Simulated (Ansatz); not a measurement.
# BiSb (model cell, started as CsCl type): relaxing the cell for a phonon run

Aim: bring BiSb (model cell, started as CsCl type) to small forces and stress, as phonons need.

Program: Ansatz 0.2.0. Level of theory: DFT PBEsol, scalar-relativistic, plane waves, norm-conserving pseudopotentials. Results are calculated unless marked as measured.

The structure was built from a prototype and need not be the compound's stable phase.

## (1) The structure

It takes space group Pm-3m (No. 221, cubic). Conventional cell: a = 3.723 Å, b = 3.723 Å, c = 3.723 Å, α = 90.00°, β = 90.00°, γ = 90.00°. Sb has 8 Bi at 3.22 Å nearest. Nearest to Bi lie 8 Sb at 3.22 Å. Farther neighbours are not listed.

## (2) Probe on a coarse mesh

First a cheap look: the gap decides the mesh and the occupations, the pressure tells how far the cell has to move.

The input, input.yaml:

```yaml
crystal:
  lattice:
    - [3.72275, 0.0, 0.0]
    - [0.0, 3.72275, 0.0]
    - [0.0, 0.0, 3.72275]
  atoms:
    - { symbol: Sb, position: [0.0, 0.0, 0.0] }
    - { symbol: Bi, position: [0.5, 0.5, 0.5] }
kpoints:
  mp_grid: { grid: [6, 6, 6] }
hamiltonian:
  xc: pbesol
  pseudopotentials: { kind: nc }
scf:
  occupations: { method: gaussian, width: 0.1 }
output:
  forces: true
  stress: true
  eigenvalues: true
```

The run is started by

```console
$ ansatz run input.yaml --threads 4 --pin off --max-ram 7168MiB --backend cpu --events-out ev --progress --plain --runs-dir out
```

Numbers of over 12 decimals in the logs are rounded to 6 here.

The program printed:

```text
Engine: ansatz 0.2.0, aarch64-unknown-linux-gnu
Pseudopotentials: kind: nc
Pseudopotential: Sb, nc, valence charge 15, recommended cutoff 1088.45545 eV (normal), Sb.nc.azcp (PseudoDojo's, or run here from an input of PseudoDojo's: the run reads no file of this project's for it)
[...]
--- Band table (eV; the first three rows and the last of 20) ---
  k-point 0: bands = [... 11 lower, 7.4127, 11.7146, 11.7146, 11.7146, 16.9963, 16.9963, 20.1044, 20.1044]
  k-point 1: bands = [... 11 lower, 6.5057, 11.6457, 12.0712, 12.0712, 17.2272, 18.3571, 18.8517, 19.0400]
  k-point 2: bands = [... 11 lower, 4.5921, 12.2245, 13.1133, 13.1133, 15.8267, 16.8733, 16.8733, 17.9127]
  k-point 19: bands = [... 11 lower, 5.9521, 10.8874, 10.8874, 10.8874, 10.9943, 10.9943, 10.9943, 30.4777]
[key lines of the parts left out:]
SCF converged after 6 iterations
Free energy (F): -4692.033215 eV
Fermi energy:    13.520906 eV
P = ⅓ Tr σ = 6.6861 GPa (66.861 kbar)
```

Run time: 1.5 s. Hardware: 4 threads of Arm Neoverse V2, shared host; peak memory 0.43 GiB.

This step gave:

* pressure: 6.686 GPa
* volume per atom: 25.80 Å³
* gap on the k-mesh: 0 eV

The coarse mesh shows no gap and a pressure of 6.7 GPa.

## (3) Relaxation

The cell and atoms are relaxed, since residual forces and stress would shift the frequencies.

input.yaml, the sections that differ from step 2:

```yaml
kpoints:
  mp_grid: { grid: [10, 10, 10] }
output:
  forces: true
  stress: true
  eigenvalues: true
  write_density: true
  write_potential: true
  elf: true
  volumetric_format: npy
relax:
  adjacent_minimum: "off"
  f_tol: 0.005
  max_steps: 80
  cell: { stress_tol: 0.05 }
# crystal, hamiltonian, scf: as in step 2
```

The program printed:

```text
[...]
Crystal: 2 atoms, lattice volume = 51.593 Å³
Basis set: ecut = 1088.45545 eV, 4169 PW (Γ), exchange–correlation on 90×90×90 points (8 copies of the dense FFT grid, shifted against one another)
Bands: 19, of which v1, the nominal top of the filled ones, is band 15 counted from 1 (14 counted from 0)
Symmetry: 48 space group operations
[...]
k-points: 56 of 1000
[...]
SCF iter   1: F=—  HF=-4692.075956 eV  |F-HF|=—  |Δ(HF+E_count)|=         —  Δρ=1.07e-2  dr2=8.09e-2  ethr=3.10e-3  ⟨swp⟩=5.5  Hψ=4969  notcnv=0
[...]
SCF iter   6: F=-4692.053210 eV  HF=-4692.053210 eV  |F-HF|=4.55e-9  |Δ(HF+E_count)|=   1.36e-7  Δρ=1.13e-5  dr2=5.78e-8  ethr=3.33e-10  ⟨swp⟩=12.9  Hψ=10660  notcnv=0
SCF 1 converged in 6 iterations: F = -4692.053210 eV  dr2 = 5.78e-8
relax step   1: F+E_penalty+E_count = -4692.05320978 eV  Δ(F+E_penalty+E_count) = +0.000e0 eV  max|allowed force component| = 8.972e-28 eV/Å  Δτ_max = 0.0000 Å  P = +6.749 GPa  Ω = 51.593 Å³  (6 SCF iters, dr2 threshold 1.00e-7 eV, accepted)
Crystal: 2 atoms, lattice volume = 59.512 Å³
Basis set: ecut = 1088.45545 eV, 4945 PW (Γ), exchange–correlation on 90×90×90 points (8 copies of the dense FFT grid, shifted against one another)
[...]
iter 1 solved again at ethr=6.30e-6 eV; its pass at ethr=3.10e-3 eV (dr2=1.89e-3 eV) is discarded
[...]
SCF iter   5: F=-4692.095475 eV  HF=-4692.095475 eV  |F-HF|=6.55e-9  |Δ(HF+E_count)|=   8.97e-7  Δρ=7.35e-6  dr2=2.86e-8  ethr=6.67e-10  ⟨swp⟩=13.6  Hψ=9398  notcnv=0
SCF 2 converged in 5 iterations: F = -4692.095475 eV  dr2 = 2.86e-8
relax step   2: F+E_penalty+E_count = -4692.09547468 eV  Δ(F+E_penalty+E_count) = -4.226e-2 eV  max|allowed force component| = 4.181e-29 eV/Å  Δτ_max = 0.0000 Å  P = -3.822 GPa  Ω = 59.512 Å³  energy of the carried Pulay correction = -2.900e-3 eV  (5 SCF iters, dr2 threshold 2.00e-7 eV, accepted)
Crystal: 2 atoms, lattice volume = 56.384 Å³
Basis set: ecut = 1088.45545 eV, 4625 PW (Γ), exchange–correlation on 90×90×90 points (8 copies of the dense FFT grid, shifted against one another)
[...]
SCF iter   4: F=-4692.138722 eV  HF=-4692.138722 eV  |F-HF|=3.22e-8  |Δ(HF+E_count)|=   2.35e-7  Δρ=1.59e-5  dr2=6.64e-8  ethr=6.67e-10  ⟨swp⟩=10.9  Hψ=9727  notcnv=0
SCF 3 converged in 4 iterations: F = -4692.138722 eV  dr2 = 6.64e-8
relax step   3: F+E_penalty+E_count = -4692.13872158 eV  Δ(F+E_penalty+E_count) = -4.325e-2 eV  max|allowed force component| = 6.311e-30 eV/Å  Δτ_max = 0.0000 Å  P = -0.385 GPa  Ω = 56.384 Å³  energy of the carried Pulay correction = -1.805e-3 eV  (4 SCF iters, dr2 threshold 2.00e-7 eV, accepted)
[...]
relax step   4: F+E_penalty+E_count = -4692.13921916 eV  Δ(F+E_penalty+E_count) = -4.976e-4 eV  max|allowed force component| = 1.179e-28 eV/Å  Δτ_max = 0.0000 Å  P = +0.020 GPa  Ω = 56.054 Å³  energy of the carried Pulay correction = -1.686e-3 eV  (3 SCF iters, dr2 threshold 2.00e-7 eV, accepted)
[...]
relax step   5: F+E_penalty+E_count = -4692.14347269 eV  Δ(F+E_penalty+E_count) = -4.254e-3 eV  max|allowed force component| = 1.179e-28 eV/Å  Δτ_max = 0.0000 Å  P = +0.242 GPa  Ω = 56.054 Å³  stress off target by 2.42e-1 GPa  SCF on the basis re-selected at this cell (its energy is not comparable with the rows above)  (5 SCF iters)
[...]
relax step   6: F+E_penalty+E_count = -4692.14355731 eV  Δ(F+E_penalty+E_count) = -8.462e-5 eV  max|allowed force component| = 1.182e-28 eV/Å  Δτ_max = 0.0000 Å  P = +0.015 GPa  Ω = 56.250 Å³  energy of the carried Pulay correction = -7.258e-5 eV  (3 SCF iters, dr2 threshold 1.46e-7 eV, accepted)
[...]
SCF iter   4: F=-4692.143629 eV  HF=-4692.143629 eV  |F-HF|=1.82e-12  |Δ(HF+E_count)|=  9.09e-12  Δρ=2.05e-7  dr2=1.28e-11  ethr=1.00e-12  ⟨swp⟩=8.8  Hψ=7236  notcnv=0
SCF 7 converged in 4 iterations: F = -4692.143629 eV  dr2 = 1.28e-11
relax step   7: F+E_penalty+E_count = -4692.14362907 eV  Δ(F+E_penalty+E_count) = -7.176e-5 eV  max|allowed force component| = 8.398e-29 eV/Å  Δτ_max = 0.0000 Å  P = +0.016 GPa  Ω = 56.250 Å³  stress off target by 1.59e-2 GPa  SCF on the basis re-selected at this cell (its energy is not comparable with the rows above)  (4 SCF iters)
[...]
SCF converged after 4 iterations
Free energy (F): -4692.143629 eV
[...]
Internal energy: -4692.133145 eV  (E = F + TS)
E sigma→0 (E₀):  -4692.138387 eV
Entropy (-TS):   -0.010484 eV (-5.242 meV/atom)
Fermi energy:    12.376701 eV
[...]
--- Stress (GPa, compression-positive) ---
        0.015899      -0.000000       0.000000
       -0.000000       0.015899       0.000000
        0.000000       0.000000       0.015899
  P = ⅓ Tr σ = 0.0159 GPa (0.159 kbar)
--- Band table (eV; the first three rows and the last of 56) ---
  k-point 0: bands = [... 11 lower, 5.5352, 10.3941, 10.3941, 10.3941, 15.5931, 15.5931, 17.8750, 17.8750]
  k-point 1: bands = [... 11 lower, 5.2803, 10.2841, 10.5110, 10.5110, 15.6751, 16.2363, 17.2072, 17.5300]
  k-point 2: bands = [... 11 lower, 4.5784, 10.2252, 10.8588, 10.8588, 15.8052, 15.9207, 16.6295, 16.6295]
  k-point 55: bands = [... 11 lower, 4.4279, 9.6772, 9.6772, 9.6772, 9.7655, 9.7655, 9.7655, 27.9106]
--- Relaxed structure (5 steps of the walk, 5 accepted, 2 SCFs on fresh bases) ---
  F+E_penalty+E_count = -4692.14362907 eV   max|allowed force component| = 8.398e-29 eV/Å   (the final SCF, on the basis selected at the relaxed cell)
  cell:  # Å, volume = 56.2501 Å³
    - [3.831550, 0, 0]
    - [0, 3.831550, 0]
    - [0, 0, 3.831550]
  atoms:
    - { symbol: Sb, position: [0, 0, 0] }
    - { symbol: Bi, position: [0.500000, 0.500000, 0.500000] }
```

The job ended after 23 s (4 threads; peak memory 0.55 GiB).

The steps of the relaxation:

```
step  energy less that of the first step (eV)  largest force component (eV/Å)  pressure (GPa)  volume (Å³)
   1                                   0.0000                          0.0000            6.75        51.59
   2                                  -0.0423                          0.0000           -3.82        59.51
   3                                  -0.0855                          0.0000           -0.39        56.38
   4                                  -0.0860                          0.0000            0.02        56.05
  5*                                  -0.0903                          0.0000            0.24        56.05
   6                                  -0.0903                          0.0000            0.01        56.25
  7*                                  -0.0904                          0.0000            0.02        56.25
```

Relaxation steps marked * repeat the geometry before them on a plane-wave basis chosen anew for their cell, so energy and pressure can jump there.

Forces are held to the 48 operations that the run works with; a distortion that breaks them can't arise in this run.

```
conventional cell, symmetrised  before  after  change
                         a (Å)   3.723  3.832  +2.9 %
                         b (Å)   3.723  3.832  +2.9 %
                         c (Å)   3.723  3.832  +2.9 %
              volume (Å³/atom)   25.80  28.13  +9.0 %
```

Final coordinates:

```cif
data_structure
_symmetry_space_group_name_H-M 'P 1'
_symmetry_Int_Tables_number 1
_cell_length_a 3.8316
_cell_length_b 3.8316
_cell_length_c 3.8316
_cell_angle_alpha 90.000
_cell_angle_beta 90.000
_cell_angle_gamma 90.000
_cell_volume 56.25
loop_
_atom_site_label
_atom_site_type_symbol
_atom_site_fract_x
_atom_site_fract_y
_atom_site_fract_z
_atom_site_occupancy
Sb1 Sb 0.00000 0.00000 0.00000 1
Bi2 Bi 0.50000 0.50000 0.50000 1
```

Numbers from this step:

```yaml
pressure: 0.01590 GPa
volume_per_atom: 28.13 Å³
```

ELF in the ac plane at fractional y = 0.000, with atoms of Sb within 0.2 Å of it. It is the smooth field of the valence electrons, not physical close to the nuclei.

Values, 14 rows by 14 columns, each cell a mean:
```
0.11 0.31 0.37 0.29 0.41 0.38 0.21 0.15 0.25 0.42 0.38 0.28 0.40 0.24
0.39 0.40 0.30 0.34 0.45 0.36 0.20 0.15 0.23 0.41 0.43 0.30 0.33 0.40
0.29 0.28 0.33 0.44 0.45 0.31 0.18 0.15 0.21 0.36 0.46 0.41 0.30 0.28
0.36 0.39 0.45 0.46 0.37 0.24 0.16 0.14 0.18 0.28 0.41 0.46 0.43 0.38
0.42 0.42 0.40 0.34 0.26 0.18 0.14 0.13 0.15 0.20 0.28 0.36 0.41 0.42
0.25 0.24 0.23 0.20 0.17 0.14 0.13 0.13 0.13 0.15 0.18 0.21 0.23 0.25
0.14 0.15 0.15 0.15 0.14 0.13 0.13 0.12 0.13 0.13 0.14 0.15 0.15 0.15
0.21 0.21 0.20 0.18 0.16 0.14 0.13 0.13 0.13 0.14 0.16 0.18 0.20 0.21
0.38 0.38 0.34 0.29 0.22 0.17 0.14 0.13 0.14 0.18 0.24 0.31 0.36 0.38
0.40 0.42 0.45 0.44 0.34 0.22 0.16 0.14 0.17 0.26 0.37 0.45 0.45 0.41
0.28 0.30 0.37 0.46 0.44 0.29 0.18 0.15 0.20 0.34 0.46 0.44 0.34 0.29
0.40 0.35 0.29 0.37 0.45 0.34 0.20 0.15 0.23 0.40 0.45 0.33 0.30 0.37
0.20 0.36 0.35 0.30 0.42 0.38 0.21 0.15 0.24 0.42 0.39 0.28 0.40 0.31
0.03 0.20 0.40 0.28 0.40 0.38 0.21 0.14 0.25 0.42 0.36 0.29 0.39 0.11
```
Columns run along a (3.8 Å), rows up along c (3.8 Å). Atoms in or near the plane, at fractional coordinates: Sb at (0.00, 0.00).

Valence density in the ac plane at fractional y = 0.000, with atoms of Sb within 0.2 Å of it. It is the smooth field of the valence electrons, not physical close to the nuclei.

Ten steps, logarithmic in the rise over the least value, from '_' (0.1 e/Å³) to '@' (8.2 e/Å³), each cell a mean:
```
@@@@%%++--..______::--++@@@@
@@%%**==::..______..--==##@@
**++==--::..______..::--==++
----::::..__________..::----
::::....______________....::
____________________________
____________________________
____________________________
........______________......
----::....__________..::::--
++==--::....______..::--==++
%%##++--::..______..::==**%%
@@@@##==--..______::--++%%@@
++@@%%++--..______::--**@@@@
```
Columns run along a (3.8 Å), rows up along c (3.8 Å). Atoms in or near the plane, at fractional coordinates: Sb at (0.00, 0.00).

Electrostatic potential energy in the ac plane at fractional y = 0.000, with atoms of Sb within 0.2 Å of it. With pseudopotentials it is smooth inside the atoms' cores, unlike the true potential.

Ten even steps from '_' (-16 eV) to '@' (16 eV), each cell a mean:
```
%%@@::..**%%@@@@@@%%++__==@@
**--__==##%%@@@@@@%%**::__==
____--**%%@@@@@@@@%%%%**::__
++++##%%%%@@@@@@@@@@%%%%**++
%%%%%%@@@@@@@@@@@@@@@@%%%%%%
@@@@@@@@@@@@@@@@@@@@@@@@@@@@
@@@@@@@@@@@@@@@@@@@@@@@@@@@@
@@@@@@@@@@@@@@@@@@@@@@@@@@@@
%%%%@@@@@@@@@@@@@@@@@@@@%%%%
****##%%@@@@@@@@@@@@%%%%##**
..::++##%%@@@@@@@@@@%%**==..
==..__++##@@@@@@@@%%##--__::
@@@@..::**%%@@@@@@%%++__--@@
++@@==..**%%@@@@@@%%++__**%%
```
Columns run along a (3.8 Å; values clipped at the 3rd and 97th percentile), rows up along c (3.8 Å). Atoms in or near the plane, at fractional coordinates: Sb at (0.00, 0.00).

In this step the volume went from 25.80 to 28.13 Å³/atom.

## (4) Bringing the structure to rest

The relaxation is repeated from its end on the same settings, as a check that it has come to rest.

input.yaml, the sections that differ from step 3:

```yaml
crystal:
  lattice:
    - [3.8315501665, 0.0, 0.0]
    - [0.0, 3.8315501665, 0.0]
    - [0.0, 0.0, 3.8315501665]
  atoms:
    - { symbol: Sb, position: [0.0, 0.0, 0.0] }
    - { symbol: Bi, position: [0.5, 0.5, 0.5] }
output:
  forces: true
  stress: true
  eigenvalues: true
# kpoints, hamiltonian, scf, relax: as in step 3
```

The program printed:

```text
[...]
Crystal: 2 atoms, lattice volume = 56.250 Å³
Basis set: ecut = 1088.45545 eV, 4625 PW (Γ), exchange–correlation on 90×90×90 points (8 copies of the dense FFT grid, shifted against one another)
Bands: 19, of which v1, the nominal top of the filled ones, is band 15 counted from 1 (14 counted from 0)
[... 1 set-up line as in the run before ...]
[...]
k-points: 56 of 1000
[...]
k-point 55: bands = [... 11 lower, 4.4279, 9.6772, 9.6772, 9.6772, 9.7655, 9.7655, 9.7655, 27.9106]
--- Relaxed structure (1 steps of the walk, 1 accepted, 1 SCFs on fresh bases) ---
[...]
cell:  # Å, volume = 56.2501 Å³
    - [3.8315501665, 0.0, 0.0]
    - [0.0, 3.8315501665, 0.0]
    - [0.0, 0.0, 3.8315501665]
  atoms:
    - { symbol: Sb, position: [0.0, 0.0, 0.0] }
    - { symbol: Bi, position: [0.5, 0.5, 0.5] }
[key lines of the parts left out:]
SCF converged after 5 iterations
Free energy (F): -4692.143629 eV
Fermi energy:    12.376701 eV
P = ⅓ Tr σ = 0.0159 GPa (0.159 kbar)
```

Run time: 7.7 s. Hardware: 4 threads; peak memory 0.55 GiB.

Little changed from the start: no atom moved by 0.005 Å and no cell edge by 0.1 %.

In this step the volume went from 28.13 to 28.13 Å³/atom.

## (5) Relaxing to small forces for the phonons

Phonons need a cell at rest on their own settings, so the relaxation is repeated with tight tolerances on forces and stress, using the mesh and the filling of the phonon run that follows.

input.yaml, the sections that differ from step 4:

```yaml
kpoints:
  mp_grid: { grid: [12, 12, 12] }
scf:
  occupations: { method: methfessel_paxton, width: 0.15 }
relax:
  adjacent_minimum: "off"
  f_tol: 0.001
  max_steps: 60
  cell: { stress_tol: 0.01 }
# crystal, hamiltonian, output: as in step 4
```

The program printed:

```text
[...]
Crystal: 2 atoms, lattice volume = 56.250 Å³
Basis set: ecut = 1088.45545 eV, 4625 PW (Γ), exchange–correlation on 90×90×90 points (8 copies of the dense FFT grid, shifted against one another)
Bands: 19, of which v1, the nominal top of the filled ones, is band 15 counted from 1 (14 counted from 0)
[... 1 set-up line as in the run before ...]
[...]
k-points: 84 of 1728
[...]
k-point 83: bands = [... 11 lower, 4.4924, 9.7384, 9.7384, 9.7384, 9.8207, 9.8207, 9.8207, 28.0341]
--- Relaxed structure (3 steps of the walk, 3 accepted, 1 SCFs on fresh bases) ---
[...]
cell:  # Å, volume = 56.0017 Å³
    - [3.825900, 0, 0]
    - [0, 3.825900, 0.0]
    - [0, 0, 3.825900]
  atoms:
    - { symbol: Sb, position: [0, 0, 0] }
    - { symbol: Bi, position: [0.5, 0.5, 0.5] }
[key lines of the parts left out:]
SCF converged after 5 iterations
Free energy (F): -4692.150265 eV
Fermi energy:    12.431197 eV
P = ⅓ Tr σ = -0.0065 GPa (-0.065 kbar)
```

Run time: 19 s. Hardware: 4 threads; peak memory 0.62 GiB.

Step by step:

```
step  energy less that of the first step (eV)  largest force component (eV/Å)  pressure (GPa)  volume (Å³)
   1                                   0.0000                          0.0000           -0.29        56.25
   2                                  -0.0003                          0.0000            0.16        55.87
   3                                  -0.0003                          0.0000            0.00        56.00
  4*                                  -0.0002                          0.0000           -0.01        56.00
```

Relaxation steps marked * repeat the geometry before them on a plane-wave basis chosen anew for their cell, so energy and pressure can jump there.

Forces are held to the 48 operations that the run works with; a distortion that breaks them can't arise in this run.

```
conventional cell, symmetrised  before  after  change
                         a (Å)   3.832  3.826  -0.1 %
                         b (Å)   3.832  3.826  -0.1 %
                         c (Å)   3.832  3.826  -0.1 %
              volume (Å³/atom)   28.13  28.00  -0.4 %
```

Final coordinates:

```
Sb Bi
1.0
     3.82590    0.00000    0.00000
     0.00000    3.82590    0.00000
     0.00000    0.00000    3.82590
Sb Bi
1 1
Direct
  0.00000 0.00000 0.00000
  0.50000 0.50000 0.50000
```

Numbers from this step:

| Item | Value |
| --- | --- |
| pressure | -0.006452 GPa |
| volume per atom | 28.00 Å³ |

The forces vanish by symmetry and the pressure is -0.006 GPa, within the tolerances set. The cell now holds 28.00 Å³/atom.

## (6) Results

```yaml
space_group_after_relaxation_within_0p01_a: Pm-3m
lattice_constant_a: 3.826 Å
lattice_constant_b: 3.826 Å
lattice_constant_c: 3.826 Å
volume_per_atom: 28.0 Å³
```

The forces vanish by symmetry and the pressure is -0.006 GPa, within the tolerances set. The cell now holds 28.00 Å³/atom. The relaxation keeps the symmetry of its start, so it says nothing on stability against lower symmetry. Spin-orbit coupling is left out, which can matter for the heavy elements here. The starting cell was built on a prototype and not taken from a measurement, so the phase need not exist.

[Logs are printed without paths, hosts, clocks, repeated set-up lines and the standing remarks that a program may print on its own settings, such as how far it seeks lower states.]

[Hosts, paths, dates, database ids (printed as entryN), source tags and the programs' standing remarks are cut or masked in the printed files.]
